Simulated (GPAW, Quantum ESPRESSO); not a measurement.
# F K-edge XANES of KF (Carobbiite, Fm-3m), part 2 of 4

Aim: the F K edge of KF (Carobbiite, Fm-3m) by two routes, a Lanczos recursion (XSpectra) and a sum over empty bands (GPAW), to see which features are robust.

Quantum ESPRESSO 7.5 and GPAW 26.7.0; core-hole supercells, plane-wave PAW PBE.

So far. Step 2 (The field without a hole (Quantum ESPRESSO)): The mesh shows a gap of 6.18 eV, so the hole is first treated in a charged cell, without the excited electron. Step 3 (Spectrum without a core hole, F atom 2 (Quantum …): Main maxima below 24 eV (height): 3.1 eV (1.88), 5.7 eV (1.71), 7.2 eV (1.73), 8.5 eV (1.09), 11.2 eV (0.97) and 18.7 eV (2.15). A K edge sees empty p states on the absorber.

### Step 6. The atom with a core hole (Quantum ESPRESSO)

Level of this step: all-electron atom with a core hole and its PAW potential, PBE, scalar-relativistic (Quantum ESPRESSO).

The frozen core must hold the hole, so the absorber gets a data set of its own.

Contents of F.pbe-n-kjpaw-1sch.ld1.in:

```
&input
   title='F', zed=9., rel=1, iswitch=3, dft='PBE',
   config='1s1 2s2 2p6'
/
&inputp
   file_pseudopw='F.pbe-n-kjpaw-1sch.UPF', author='',
   lpaw=.true.,
   pseudotype=3,
   lloc=-1,
   rcloc=0.9,
   which_augfun='PSQ',
   rmatch_augfun_nc=.true.,
   nlcc=.true.,
   new_core_ps=.true.,
   rcore=0.7,
   tm=.true.,
   zval=8,
   lgipaw_reconstruction=.true., use_paw_as_gipaw=.true.
/
4
2S  1  0  2.00  0.00  1.00  1.30  0.0
2S  1  0  0.00  0.40  1.00  1.30  0.0
2P  2  1  6.00  0.00  0.90  1.40  0.0
2P  2  1  0.00  0.15  0.90  1.40  0.0
```

Run with:

```
$ ld1.x < F.pbe-n-kjpaw-1sch.ld1.in > F.pbe-n-kjpaw-1sch.ld1.out
```

What it wrote:

```text
     [... banner and references ...]
PAW data will be used for GIPAW calculation
     --------------------------- All-electron run ----------------------------

     F
     scalar relativistic calculation

     atomic number is  9.00
     dft =PBE   lsd =0 sic =0 latt =0  beta=0.20 tr2=1.0E-14
     Exchange-correlation= PBE
                           (   1   4   3   4   0   0   0)
     mesh =1105 r(mesh) =  99.76081 a.u. xmin = -7.00 dx = 0.01250
     1 Ry =  13.60569312 eV, c = 137.03599908

     n l     nl                  e(Ry)          e(Ha)          e(eV)
     1 0     1S 1( 1.00)       -53.7176       -26.8588      -730.8650
     2 0     2S 1( 2.00)        -2.3873        -1.1937       -32.4815
     2 1     2P 1( 6.00)        -1.0158        -0.5079       -13.8204

     final scf error:  9.3E-16 reached in  26 iterations

     Etot =    -149.136729 Ry,     -74.568364 Ha,   -2029.108564 eV

     Ekin =     148.815989 Ry,      74.407994 Ha,    2024.744676 eV
     Encl =    -370.415504 Ry,    -185.207752 Ha,   -5039.759674 eV
     Eh   =      89.485097 Ry,      44.742548 Ha,    1217.506763 eV
     Exc  =     -17.022310 Ry,      -8.511155 Ha,    -231.600329 eV

     normalization and overlap integrals

     s(1S/1S) =  1.000000  <r> =   0.1706  <r2> =    0.0392  r(max) =   0.1111
     s(1S/2S) = -0.000309
     s(2S/2S) =  1.000000  <r> =   0.9474  <r2> =    1.0970  r(max) =   0.7155
     s(2P/2P) =  1.000000  <r> =   0.9769  <r2> =    1.2797  r(max) =   0.6236

     ------------------------ End of All-electron run ------------------------

     --------------------- Generating PAW atomic setup --------------------

      Generating local potential from pseudized AE potential:
      Matching radius rcloc =   0.9000

[...]
(   1   4   3   4   0   0   0)
     mesh =1105 r(mesh) =  99.76081 a.u. xmin = -7.00 dx = 0.01250
     1 Ry =  13.60569312 eV, c = 137.03599908

     n l     nl                  e(Ry)          e(Ha)          e(eV)
[...]
final scf error:  9.3E-16 reached in  26 iterations

     Etot =    -149.136729 Ry,     -74.568364 Ha,   -2029.108564 eV

     Ekin =     148.815989 Ry,      74.407994 Ha,    2024.744676 eV
     Encl =    -370.415504 Ry,    -185.207752 Ha,   -5039.759674 eV
     Eh   =      89.485097 Ry,      44.742548 Ha,    1217.506763 eV
     Exc  =     -17.022310 Ry,      -8.511155 Ha,    -231.600329 eV

     normalization and overlap integrals

     s(1S/1S) =  1.000000  <r> =   0.1706  <r2> =    0.0392  r(max) =   0.1111
     s(1S/2S) = -0.000309
     s(2S/2S) =  1.000000  <r> =   0.9474  <r2> =    1.0970  r(max) =   0.7155
     s(2P/2P) =  1.000000  <r> =   0.9769  <r2> =    1.2797  r(max) =   0.6236

     ------------------------ End of All-electron run ------------------------

     ---------------------- Testing the pseudopotential ----------------------

     F
     scalar relativistic calculation

     atomic number is  9.00   valence charge is  8.00
     dft = SLA  PW   PBX  PBC   lsd =0 sic =0 latt =0  beta=0.20 tr2=1.0E-14
     mesh =1105 r(mesh) =  99.76081 xmin = -7.00 dx = 0.01250

     n l     nl             e AE (Ry)        e PS (Ry)    De AE-PS (Ry)
     1 0     2S   1( 2.00)       -2.38734       -2.38734        0.00000
     2 1     2P   1( 6.00)       -1.01578       -1.01578        0.00000

     eps = 4.1E-17  iter =  4

     Etot =    -149.136729 Ry,     -74.568364 Ha,   -2029.108564 eV
     Etotps =   -73.600392 Ry,     -36.800196 Ha,   -1001.384345 eV

     Ekin =      70.206890 Ry,      35.103445 Ha,     955.213402 eV
     Encl =    -188.305643 Ry,     -94.152822 Ha,   -2562.028797 eV
     Ehrt =      61.520669 Ry,      30.760335 Ha,     837.031343 eV
     Ecxc =     -17.022308 Ry,      -8.511154 Ha,    -231.600293 eV
     (Ecc =      -0.030274 Ry,      -0.015137 Ha,      -0.411898 eV)

     ---------------------- End of pseudopotential test ----------------------
```

Wall time 0.62 s (1 MPI rank of Arm Neoverse V2, shared host); peak memory 0.12 GiB.

Removing the core electron and adding it to the valence shell costs the free atom 685.1 eV.

### Step 7. Supercell with FCH, F atom 2 (Quantum ESPRESSO)

The holes are 6.5 Å apart. The excited electron is left out and a uniform background balances the charge.

Contents of scf.in:

```
&control
   calculation='scf', prefix='x', pseudo_dir='../pp', outdir='tmp', tprnfor=.true.
/
&system
   ibrav=0, nat=12, ntyp=3, nbnd=52
   ecutwfc=57, ecutrho=360
   occupations='fixed'
   tot_charge=1
/
&electrons
   conv_thr=1.2e-07, electron_maxstep=120
   mixing_beta=0.5
/
ATOMIC_SPECIES
K 1.0 K.pbe-spn-kjpaw.UPF
F0 1.0 F.pbe-n-kjpaw-1sch.UPF
F 1.0 F.pbe-n-kjpaw.UPF
CELL_PARAMETERS angstrom
  2.67185000 5.34370000 2.67185000
  2.67185000 -5.34370000 2.67185000
  2.67185000 -2.67185000 -5.34370000
ATOMIC_POSITIONS crystal
K    0.00000000 0.00000000 0.00000000
K    0.66666667 0.00000000 0.33333333
K    0.50000000 0.50000000 0.00000000
K    0.33333333 0.00000000 0.66666667
K    0.16666667 0.50000000 0.33333333
K    0.83333333 0.50000000 0.66666667
F0   0.75000000 0.25000000 0.00000000
F    0.41666667 0.25000000 0.33333333
F    0.25000000 0.75000000 0.00000000
F    0.08333333 0.25000000 0.66666667
F    0.91666667 0.75000000 0.33333333
F    0.58333333 0.75000000 0.66666667
K_POINTS automatic
4 3 4 0 0 0
```

Run with:

```
$ OMP_NUM_THREADS=1 mpirun --oversubscribe --bind-to none -np 4 pw.x -nk 4 -in scf.in > scf.out
```

What it wrote:

```text
     [... banner and references ...]
[banner, memory and clock lines left out]
using ibrav=0 with symmetry is DISCOURAGED, use correct ibrav instead

     G-vector sticks info

     bravais-lattice index     =            0
     lattice parameter (alat)  =      12.3676  a.u.
     unit-cell volume          =    1544.5930 (a.u.)^3
     number of atoms/cell      =           12
     number of atomic types    =            3
     number of electrons       =        96.00
     number of Kohn-Sham states=           52
     kinetic-energy cutoff     =      57.0000  Ry
     charge density cutoff     =     360.0000  Ry
     scf convergence threshold =      1.2E-07
     mixing beta               =       0.5000
     number of iterations used =            8  plain     mixing
     Exchange-correlation= SLA  PW   PBX  PBC
                           (   1   4   3   4   0   0   0)

     celldm(1)=  12.367632  celldm(2)=   0.000000  celldm(3)=   0.000000
     celldm(4)=   0.000000  celldm(5)=   0.000000  celldm(6)=   0.000000

     crystal axes: (cart. coord. in units of alat)
               a(1) = (   0.408248   0.816497   0.408248 )
               a(2) = (   0.408248  -0.816497   0.408248 )
               a(3) = (   0.408248  -0.408248  -0.816497 )

     reciprocal axes: (cart. coord. in units 2 pi/alat)
               b(1) = (  1.020621  0.612372  0.204124 )
               b(2) = (  0.612372 -0.612372  0.612372 )
               b(3) = (  0.816497  0.000000 -0.816497 )

     ../pp/K.pbe-spn-kjpaw.UPF
     Pseudo is Projector augmented-wave + core cor, Zval =  9.0
     Shape of augmentation charge: PSQ
     Using radial grid of 1165 points,  6 beta functions with:
                l(1) =   0
[...]
estimated scf accuracy    <       0.00000028 Ry

     iteration #  9     ecut=    57.00 Ry     beta= 0.50
     Davidson diagonalization with overlap
     ethr =  2.89E-10,  avg # of iterations =  2.0

     End of self-consistent calculation

          k = 0.0000 0.0000 0.0000 ( 11249 PWs)   bands (ev):

   -26.9115 -24.4215 -24.3641 -24.3437 -24.3396 -24.3311 -24.3290 -16.7301
   -16.7251 -16.6129 -16.6126 -16.5959  -8.7997  -8.7606  -8.7414  -8.1504
    -8.0209  -7.9928  -7.9805  -7.9475  -7.8937  -7.8502  -7.8402  -7.8111
    -7.7352  -7.7213  -7.6963  -7.6950  -7.6946  -7.6903  -7.4920  -7.4458
    -7.4238   1.3289   1.5258   1.5314   1.6165   1.6210   1.7580   1.7633
     1.7829   1.8198   1.8224   1.8302   1.8564   1.9889   2.0072   2.0077
     7.5792  10.2730  10.4840  10.7009

     [... bands of 16 further k-points ...]

     highest occupied, lowest unoccupied level (ev):     2.0077    7.5792

!    total energy              =   -1050.10860079 Ry
     total all-electron energy =     -8375.140806 Ry
     estimated scf accuracy    <       0.00000004 Ry

     The total energy is the sum of the following terms:
     one-electron contribution =    -267.85973087 Ry
     hartree contribution      =     183.19427969 Ry
     xc contribution           =    -127.64682579 Ry
     ewald contribution        =    -444.27467144 Ry
     one-center paw contrib.   =    -393.52165238 Ry

     convergence has been achieved in   9 iterations

     Forces acting on atoms (cartesian axes, Ry/au):

     atom    1 type  1   force =    -0.00058757    0.02895431   -0.00058757
     atom    2 type  1   force =    -0.00184893    0.00185930   -0.03009579
     atom    3 type  1   force =     0.00058757   -0.02895431    0.00058757
[...]
atom   11 type  3   force =    -0.00306277    0.00000000    0.00306277
     atom   12 type  3   force =     0.00306277    0.00000000   -0.00306277

     Total force =     0.073254     Total SCF correction =     0.000413

     XML data file, charge density, pseudopotentials, collected wavefunctions
```

Run time: 59 s. Hardware: 4 MPI ranks; peak memory 0.39 GiB.

Energy with the hole: -113949.596 eV, cores included.

### Step 8. Spectrum with FCH, F atom 2 (Quantum ESPRESSO)

The Lanczos recursion gives the spectrum without computing empty bands; each polarisation needs a run of its own on the full k mesh. xe0 is set between filled and empty states, and states below it are cut. The file of filecore holds the core orbital, taken from the hole-free data set.

Contents of xspectra.in:

```
&input_xspectra
   calculation='xanes_dipole', edge='K'
   prefix='x', outdir='tmp', xiabs=2, xe0=4.7934
   xonly_plot=.false., x_save_file='xanes.sav'
   xniter=3000, xcheck_conv=20, xerror=0.005
   xcoordcrys=.false., xepsilon(1)=1, xepsilon(2)=0, xepsilon(3)=0
/
&plot
   xnepoint=413, xemin=-10, xemax=45, terminator=.true., cut_occ_states=.true.
   xgamma=0.4
/
&pseudos
   filecore='../F.wfc'
/
&cut_occ
   cut_desmooth=0.1, cut_stepl=0.05, cut_stepu=0.05, cut_ierror=1e-5
/
4 4 4 0 0 0
```

xspectra_1.in, as its differences from xspectra.in of step 8:

```diff
@@ -5,3 +5,3 @@
    xniter=3000, xcheck_conv=20, xerror=0.005
-   xcoordcrys=.false., xepsilon(1)=1, xepsilon(2)=0, xepsilon(3)=0
+   xcoordcrys=.false., xepsilon(1)=0, xepsilon(2)=1, xepsilon(3)=0
 /
```

Run with:

```
$ OMP_NUM_THREADS=1 mpirun --oversubscribe --bind-to none -np 4 xspectra.x -nk 4 -in xspectra.in > xspectra.out
```

What it wrote:

```text
     [... banner and references ...]
Reading input_file

     calculation: xanes_dipole

     xepsilon  [cartesian coordinates]:   1.000000   0.000000   0.000000

     xonly_plot: FALSE
        => complete calculation: Lanczos + spectrum plot

     filecore (core-wavefunction file): ../F.wfc

     main plot parameters:
        cut_occ_states: TRUE
        gamma_mode:  constant
        -> using xgamma [eV]:  0.40
        xemin [eV]: -10.00
        xemax [eV]:  45.00
        xnepoint:  413
        xe0 [eV]:   4.793400 (energy zero read in input file)

     WARNING: variable ef_r is obsolete

                      Reading SCF save directory: x.save

     tmp/x.save/

     Exchange-correlation= PBE
                           (   1   4   3   4   0   0   0)

     G-vector sticks info

                           Getting the Fermi energy

     From SCF save directory:
        ehomo [eV]:    2.0077 (highest occupied level)
        elumo [eV]:    7.5792 (lowest occupied level)
        ef    [eV]:    2.0077

     -> ef (in eV) will be written in x_save_file

                           Energy zero of the spectrum

     -> ef will NOT be used as energy zero of the spectrum
       (because xe0 read in input file)

     G-vector sticks info

     bravais-lattice index     =            0
     lattice parameter (alat)  =      12.3676  a.u.
     unit-cell volume          =    1544.5930 (a.u.)^3
     number of atoms/cell      =           12
     number of atomic types    =            3
     number of electrons       =        96.00
     number of Kohn-Sham states=           52
     kinetic-energy cutoff     =      57.0000  Ry
     charge density cutoff     =     360.0000  Ry
     Exchange-correlation= PBE
                           (   1   4   3   4   0   0   0)

     celldm(1)=  12.367632  celldm(2)=   0.000000  celldm(3)=   0.000000
     celldm(4)=   0.000000  celldm(5)=   0.000000  celldm(6)=   0.000000

     crystal axes: (cart. coord. in units of alat)
               a(1) = (   0.408248   0.816497   0.408248 )
               a(2) = (   0.408248  -0.816497   0.408248 )
               a(3) = (   0.408248  -0.408248  -0.816497 )

     reciprocal axes: (cart. coord. in units 2 pi/alat)
               b(1) = (  1.020621  0.612372  0.204124 )
               b(2) = (  0.612372 -0.612372  0.612372 )
               b(3) = (  0.816497  0.000000 -0.816497 )

     ../pp/K.pbe-spn-kjpaw.UPF
     Pseudo is Projector augmented-wave + core cor, Zval =  9.0
     Shape of augmentation charge: PSQ
     Using radial grid of 1165 points,  6 beta functions with:
                l(1) =   0
                l(2) =   0
                l(3) =   1
                l(4) =   1
                l(5) =   2
[...]
Q(r) pseudized with 0 coefficients

     ../pp/F.pbe-n-kjpaw-1sch.UPF
     Pseudo is Projector augmented-wave + core cor, Zval =  8.0
     Shape of augmentation charge: PSQ
     Using radial grid of 1105 points,  4 beta functions with:
[...]
Q(r) pseudized with 0 coefficients

     ../pp/F.pbe-n-kjpaw.UPF
     Pseudo is Projector augmented-wave + core cor, Zval =  7.0
     Shape of augmentation charge: PSQ
     Using radial grid of 1105 points,  4 beta functions with:
[...]
l(2) =   0
                l(3) =   1
                l(4) =   1
     Q(r) pseudized with 0 coefficients

     atomic species   valence    mass     pseudopotential
     K                 9.00     1.00000     K ( 1.00)
     F0                8.00     1.00000     F ( 1.00)
     F                 7.00     1.00000     F ( 1.00)

      4 Sym. Ops., with inversion, found

   Cartesian axes

     site n.     atom                  positions (alat units)
         1        K      tau(   1) = (   0.0000000   0.0000000   0.0000000  )
         2        K      tau(   2) = (   0.4082483   0.4082483   0.0000000  )
         3        K      tau(   3) = (   0.4082483   0.0000000   0.4082483  )
         4        K      tau(   4) = (   0.4082483  -0.0000000  -0.4082483  )
[...]
k(    3) = (   0.4082483   0.0000000  -0.4082483), wk =   0.0312500
        k(    4) = (   0.6123724   0.0000000  -0.6123724), wk =   0.0312500
        k(    5) = (   0.1530931  -0.1530931   0.1530931), wk =   0.0312500
[...]
k(   62) = (   1.4288690   0.0000000   0.4082483), wk =   0.0312500
        k(   63) = (   1.6329932   0.0000000   0.2041241), wk =   0.0312500
        k(   64) = (   1.8371173   0.0000000  -0.0000000), wk =   0.0312500

     Dense  grid:   178063 G-vectors     FFT dimensions: (  80,  80,  75)

     Smooth grid:    90019 G-vectors     FFT dimensions: (  60,  60,  60)

     The potential is recalculated from file :
     tmp/x.save/charge-density

     Starting wfcs are   72 atomic wfcs
     Checking if some PAW data can be deallocated...

               Reading core wavefunction file for the absorbing atom

     ../F.wfc successfully read

                              Attributing the PAW radii
                     for the absorbing atom [units: Bohr radius]

        PAW proj 1: r_paw(l= 0)= 1.95  (1.5*r_cut)
        PAW proj 2: r_paw(l= 0)= 1.95  (1.5*r_cut)
        PAW proj 3: r_paw(l= 1)= 2.10  (1.5*r_cut)
        PAW proj 4: r_paw(l= 1)= 2.10  (1.5*r_cut)

        NB: The calculation will not necessary use all these r_paw values.
            - For a edge in the electric-dipole approximation,
              only the r_paw(l=1) values are used.
            - For a K edge in the electric-quadrupole approximation,
              only the r_paw(l=2) values are used.

            - For a L2 or L3 edge in the electric-quadrupole approximation,

              all projectors (s, p and d) are used.

                          Starting XANES calculation
                     in the electric dipole approximation

     Method of calculation based on the Lanczos recursion algorithm
        - STEP 1: Construction of a kpoint-dependent Lanczos basis,
          in which the Hamiltonian is tridiagonal (each 'iter'
          corresponds to the calculation of one more Lanczos vector)
        - STEP 2: Calculation of the cross-section as a continued fraction
          averaged over the k-points.

     ... Begin STEP 1 ...

        Radial transition matrix element(s) used in the calculation of the
        initial vector of the Lanczos basis (|tilde{phi}_abs> normalized)
        | For PAW proj. (l=1) #1: radial matrix element =   0.145259052
        | For PAW proj. (l=1) #2: radial matrix element =   0.191705787

NB: the    16 k-point are not all listed below because npool=  4
        |-------------------------------------------------------------
        ! k-point #     1:  ( 0.0000,  0.0000,  0.0000),  0.0312,   1
        |-------------------------------------------------------------
 okvan= T
        |   Norm of the initial Lanczos vector: 0.81885314E-01
        |   Estimated error at iter     20:   0.99569684
        |   Estimated error at iter     40:   0.54999541
        |   Estimated error at iter     60:   0.13237805
        |   Estimated error at iter     80:   0.08785206
        |   Estimated error at iter    100:   0.05963843
[...]
!   => CONVERGED at iter    380 with error=  0.00386314
        |-------------------------------------------------------------
        ! k-point #     2:  ( 0.2041,  0.0000, -0.2041),  0.0312,   1
        |-------------------------------------------------------------
 okvan= T
        |   Norm of the initial Lanczos vector: 0.81868393E-01
[...]
!   => CONVERGED at iter    400 with error=  0.00495524
        |-------------------------------------------------------------
     [... 13 further k-points ...]
        ! k-point #    16:  ( 1.0717, -0.4593, -0.1531),  0.0312,   1
        |-------------------------------------------------------------
 okvan= T
        |   Norm of the initial Lanczos vector: 0.81882105E-01
[...]
|   Estimated error at iter    500:   0.00834144
        |   Estimated error at iter    520:   0.01036801
        |   Estimated error at iter    540:   0.00685995
        !   => CONVERGED at iter    560 with error=  0.00315980

     Results of STEP 1 successfully written in x_save_file
     x_save_file name:
     ->  xanes.sav
     x_save_file version:  2

     ... End STEP 1 ...

     ... Begin STEP 2 ...

     The spectrum is calculated using the following parameters:
        xe0 [eV]:    4.7934
        the occupied states are elimintate from the spectrum
        xemin [eV]: -10.00
        xemax [eV]:  45.00
        xnepoint:  413
        constant broadening parameter [eV]:    0.400
        Core level energy [eV]:  -696.7
         (from electron binding energy of neutral atoms in X-ray data booklet)

     Cross-section successfully written in xanes.dat

     ... End STEP 2 ...

                                END JOB XSpectra
```

Elapsed: 2.9 min, on 4 MPI ranks; peak memory 0.25 GiB.

The F K spectrum, F atom 2, full core hole (charged cell) (energy from the lowest empty level; intensity scaled to a mean of 1 over the first 20 eV; the points at xe0, where the cut of filled states can leave a spike, are interpolated):

| E (eV) | intensity |
| --- | --- |
| -2.0 | 0.04 |
| -1.5 | 0.05 |
| -1.0 | 0.06 |
| -0.5 | 0.08 |
| 0.0 | 0.12 |
| 0.5 | 0.18 |
| 1.0 | 0.29 |
| 1.5 | 0.51 |
| 2.0 | 1.08 |
| 2.5 | 2.22 |
| 3.0 | 2.34 |
| 3.5 | 1.20 |
| 4.0 | 0.94 |
| 4.5 | 0.77 |
| 5.0 | 0.97 |
| 5.5 | 1.57 |
| 6.0 | 1.37 |
| 6.5 | 1.29 |
| 7.0 | 1.26 |
| 7.5 | 0.97 |
| 8.0 | 0.71 |
| 8.5 | 0.66 |
| 9.0 | 0.59 |
| 9.5 | 0.64 |
| 10.0 | 0.60 |
| 10.5 | 0.59 |
| 11.0 | 0.75 |
| 11.5 | 0.81 |
| 12.0 | 0.78 |
| 12.5 | 0.70 |
| 13.0 | 0.48 |
| 13.5 | 0.39 |
| 14.0 | 0.42 |
| 14.5 | 0.51 |
| 15.0 | 0.71 |
| 15.5 | 1.00 |
| 16.0 | 0.98 |
| 16.5 | 1.07 |
| 17.0 | 1.43 |
| 17.5 | 1.69 |
| 18.0 | 2.08 |
| 18.5 | 2.28 |
| 19.0 | 1.68 |
| 19.5 | 1.05 |
| 20.0 | 0.78 |
| 20.5 | 0.69 |
| 21.0 | 0.63 |
| 21.5 | 0.52 |
| 22.0 | 0.45 |
| 22.5 | 0.46 |
| 23.0 | 0.47 |
| 23.5 | 0.46 |
| 24.0 | 0.50 |
| 24.5 | 0.70 |
| 25.0 | 0.81 |
| 25.5 | 0.92 |
| 26.0 | 0.92 |
| 26.5 | 0.83 |
| 27.0 | 0.82 |
| 27.5 | 0.80 |
| 28.0 | 0.77 |
| 28.5 | 0.75 |
| 29.0 | 0.60 |
| 29.5 | 0.45 |
| 30.0 | 0.42 |
| 30.5 | 0.45 |
| 31.0 | 0.46 |
| 31.5 | 0.50 |
| 32.0 | 0.52 |

Main maxima below 24 eV (height): 2.8 eV (2.63), 5.6 eV (1.60), 6.7 eV (1.32), 11.4 eV (0.82), 15.6 eV (1.02) and 18.5 eV (2.30). 

The hole costs E(hole) − E(ground) = 686.80 eV, and the lowest empty level of the hole cell lies at 7.58 eV, which puts the zero at 694.38 eV. One term is added: -9.97 eV, since the hole is spin-paired here and a spin-polarised one costs that much less in the free atom (computed apart). The photon energy is then 684.41 eV. The functional and the charged cell's background leave an error of a few eV in such absolute values.

(Part 2 of 4 ends here.)

[Banner, clock and machine lines of the logs are left out without a mark of their own.]

[Logs are printed without paths, hosts, clocks, repeated set-up lines and the standing remarks that a program may print on its own settings, such as how far it seeks lower states.]

[Hosts, paths, dates, database ids (printed as entryN), source tags and the programs' standing remarks are cut or masked in the printed files.]

[Lists of maxima count a maximum above −3 eV only where it reaches 4 % of the highest in the window and stands out from its surroundings by 2 % of it (1.5 % where it reaches 55 %); shoulders and weaker maxima are passed over, and of the rest the first, up to two pre-edge ones and the few strongest are named.]
